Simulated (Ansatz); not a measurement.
# Dielectric function and optical constants of SrO, part 2 of 2

Aim: the dielectric function of SrO, and the optical constants that follow from it. The cell comes from an older database entry, whose edges can differ from later determinations, mostly by under a per cent.

Ansatz 0.2.0; DFT, PBE, plane-wave PAW, default files, scalar-relativistic, independent-particle optical response without local fields.

So far, electronic dielectric constant ε∞, mean over x, y and z (by symmetry where fewer were run): step 3 (spectrum) 3.95.

The database entry behind the starting cell differs from later determinations by our own check (about 0.5 % short), so it need not match the best structure at ambient conditions.

## Step 4: Static response with local fields

Perturbation theory gives the static response with local fields and the functional's kernel, and it needs no empty bands.

This step: DFT, PBE, plane-wave PAW, default files, scalar-relativistic, static field response by perturbation theory with local fields (Ansatz 0.2.0).

Contents of input.yaml:

```yaml
crystal:
  lattice:
    - [0.0, 2.5663, 2.5663]
    - [2.5663, 0.0, 2.5663]
    - [2.5663, 2.5663, 0.0]
  atoms:
    - { symbol: Sr, position: [0.5, 0.5, 0.5] }
    - { symbol: O, position: [0.0, 0.0, 0.0] }
kpoints:
  mp_grid: { grid: [8, 8, 8] }
scf:
  occupations: { method: fixed }
hamiltonian:
  xc: pbe
  pseudopotentials: { kind: paw }
dielectric: {}
```

Command:

```
$ ansatz run input.yaml --threads 4 --pin off --max-ram 8192MiB --backend cpu --events-out ev --progress --plain --runs-dir out
```

Numbers of over 12 decimals in the logs are rounded to 6 here.

The log of the run:

```text
[...]
Crystal: 2 atoms, lattice volume = 33.803 Å³
Basis set: ecut = 420 eV, 645 PW (Γ), exchange–correlation on 50×50×50 points (8 copies of the dense FFT grid, shifted against one another)
Bands: 12, of which v1, the nominal top of the filled ones, is band 8 counted from 1 (7 counted from 0)
Symmetry: 48 space group operations
k-points: 59 of 512 (irreducible under 8 space group operations, time reversal used)
[...]
SCF iter   1: F=—  HF=-4114.615951 eV  |F-HF|=—  |Δ(HF+E_count)|=         —  Δρ=3.69e-4  dr2=8.62e-6  ethr=1.77e-3  ⟨swp⟩=6.0  Hψ=4610  notcnv=0  defer=106
[...]
SCF iter   9: F=-4114.616245 eV  HF=-4114.616245 eV  |F-HF|=1.46e-11  |Δ(HF+E_count)|=  3.37e-11  Δρ=2.45e-7  dr2=1.87e-11  ethr=1.00e-12  ⟨swp⟩=4.9  Hψ=2804  notcnv=0
SCF 1 converged in 9 iterations: F = -4114.616245 eV  dr2 = 1.87e-11
[...]
DFPT response loops at Γ: preconditioner auto → none (the input reference at scf.mixing.eps_inf says where Resta's filter doesn't serve); β = 0.50; Broyden in place of MSR1
── the response to a field inside a basis, on 8×8×8 k-points: an SCF that follows is theirs, and a resumed run solves both again ──
Bands: 9, of which v1, the nominal top of the filled ones, is band 8 counted from 1 (7 counted from 0)
k-points: 60 of 512 (irreducible under 12 space group operations)
[...]
Eigensolver: Dense (60 Hₖ)
SCF iter   1: F=—  HF=-4114.618117 eV  |F-HF|=—  |Δ(HF+E_count)|=         —  Δρ=4.73e-4  dr2=1.20e-5  ethr=1.00e-1
[...]
SCF iter   4: F=-4114.618126 eV  HF=-4114.618126 eV  |F-HF|=1.57e-8  |Δ(HF+E_count)|=   4.31e-7  Δρ=1.44e-5  dr2=2.27e-8  ethr=3.23e-8
SCF 1 converged in 4 iterations: F = -4114.618126 eV  dr2 = 2.27e-8
[...]
SCF converged after 9 iterations
Free energy (F): -4114.616245 eV
[...]
Internal energy: -4114.616245 eV  (E = F + TS)
E sigma→0 (E₀):  -4114.616245 eV
Fermi energy:    7.997496 eV
[...]
--- Band table (eV; the first three rows and the last of 59) ---
  k-point 0: bands = [... 4 lower, -5.9221, 7.9975, 7.9975, 7.9975, 12.0453, 14.2710, 14.2710, 14.2710]
  k-point 1: bands = [... 4 lower, -5.6161, 7.5496, 7.8039, 7.8039, 12.7430, 14.1099, 14.5749, 14.5749]
  k-point 2: bands = [... 4 lower, -5.1696, 6.7317, 7.3850, 7.3850, 14.0302, 14.2868, 15.4028, 15.4028]
  k-point 58: bands = [... 4 lower, -5.3597, 6.8829, 7.5889, 7.5889, 14.0586, 14.0586, 16.7053, 19.2097]
--- Dielectric response (ions clamped): 3 representative field directions + reference, inside a basis on a mesh of 512 k-points (Σ response iterations 15) ---
  ε∞ (high-frequency dielectric tensor):
        3.799945     0.000000     0.000000
        0.000000     3.799945    -0.000000
        0.000000    -0.000000     3.799945
  Born effective charges Z* (e; rows j = field, columns β = displacement):
    site 0:
         2.45534    0.00000    0.00000
        -0.00000    2.45534    0.00000
        -0.00000    0.00000    2.45534
    site 1:
        -2.45534   -0.00000   -0.00000
         0.00000   -2.45534   -0.00000
         0.00000   -0.00000   -2.45534
  Z* charge neutrality: 1.563e-3 e pre-enforcement
  solved inside a basis spanned on kpoints, on 8×8×8 k-points, its susceptibility summed on 12×12×12: ε∞ is read to err by 9.3e-3, Z* by 1.2e-2 e (field_mesh: kpoints solves on kpoints); Z* is corrected for what the basis lacks
```

It took 5.7 s on 4 threads of Arm Neoverse V2, shared host; peak memory 0.38 GiB; 20 s of CPU time.

Read-outs, printed or worked out from the files:

* electronic dielectric constant ε∞, mean over x, y and z (by symmetry where fewer were run): 3.800

ε∞ with local fields:

```
3.80 0.00 0.00
0.00 3.80 0.00
0.00 0.00 3.80
```

Diagonal elements. Born, by row:

```csv
atom,Z*xx (e),Z*yy (e),Z*zz (e)
Sr1,2.455,2.455,2.455
O2,-2.455,-2.455,-2.455
```

Mean Born charges are Sr +2.46 and O -2.46, against formal valences of +2 and -2. The largest lies a little above its ionic value.

## Step 5: What came out

* gap on the path: 3.31 eV
* least direct gap on the path: 3.38 eV
* electronic dielectric constant ε∞, mean over x, y and z (by symmetry where fewer were run) (independent particles): 3.95
* absorption onset, first axis (α over 10⁴ cm⁻¹, or the direct gap if that lies higher): 3.38 eV
* main peak of Im epsilon, first axis: 9.36 eV
* centre of weight of the strongest loss peak in the window, first axis: 12.2 eV
* photocurrent from vertical transitions in a film 500 nm thick on a perfect mirror (two passes), AM1.5G, no front reflection, all carriers collected: 0.622 mA/cm²
* electronic dielectric constant ε∞, mean over x, y and z (by symmetry where fewer were run) (static response with local fields): 3.80

At this level (PBE, independent particles) SrO has ε∞ = 3.95 (3.80 with local fields) and n = 2.00 at 1550 nm; absorption sets in near 3.4 eV, and Im ε peaks at 9.4 eV. The gap is indirect (3.31 eV), so absorption without phonons can begin only at the direct gap of 3.38 eV. Lines 0.15 eV wide carry a tail of absorption under the direct gap, past the threshold already at 3.32 eV. Absorption passes 10⁴ cm⁻¹ from the direct gap on, 3.38 eV, in the ultraviolet, so the visible is passed. The strongest loss structure up to 22 eV has its centre of weight at 12.2 eV; a free-electron gas of the 12.4 electrons in the f-sum would put its plasmon at 22.5 eV. The f-sum over the summed bands holds 12.4 of the cell's 16 electrons outside the frozen cores, 10 of which lie in bands more than 12 eV below the Fermi level, whose transitions come at higher energies. Up to 22 eV the strength has a mean oscillator energy of 10.3 eV, and these transitions give 87 % of ε∞ − 1 along x; the rest comes from higher ones. Through 1 µm of it, D65 light comes out colourless (x = 0.315, y = 0.331; 78 % transmitted). With local fields and the functional's kernel the static response is 3.80 against 3.95 for independent particles (-4 %). In the base spectrum excitons and phonon-assisted transitions are missing, and so are local fields; PBE gaps are as a rule too small, which pulls the onset down and ε∞ up. In the base run ε includes the program's bounded estimate of what the bands above those summed add.

[Logs are printed without paths, hosts, clocks, repeated set-up lines and the standing remarks that a program may print on its own settings, such as how far it seeks lower states.]

[Hosts, paths, dates, database ids (printed as entryN), source tags and the programs' standing remarks are cut or masked in the printed files.]
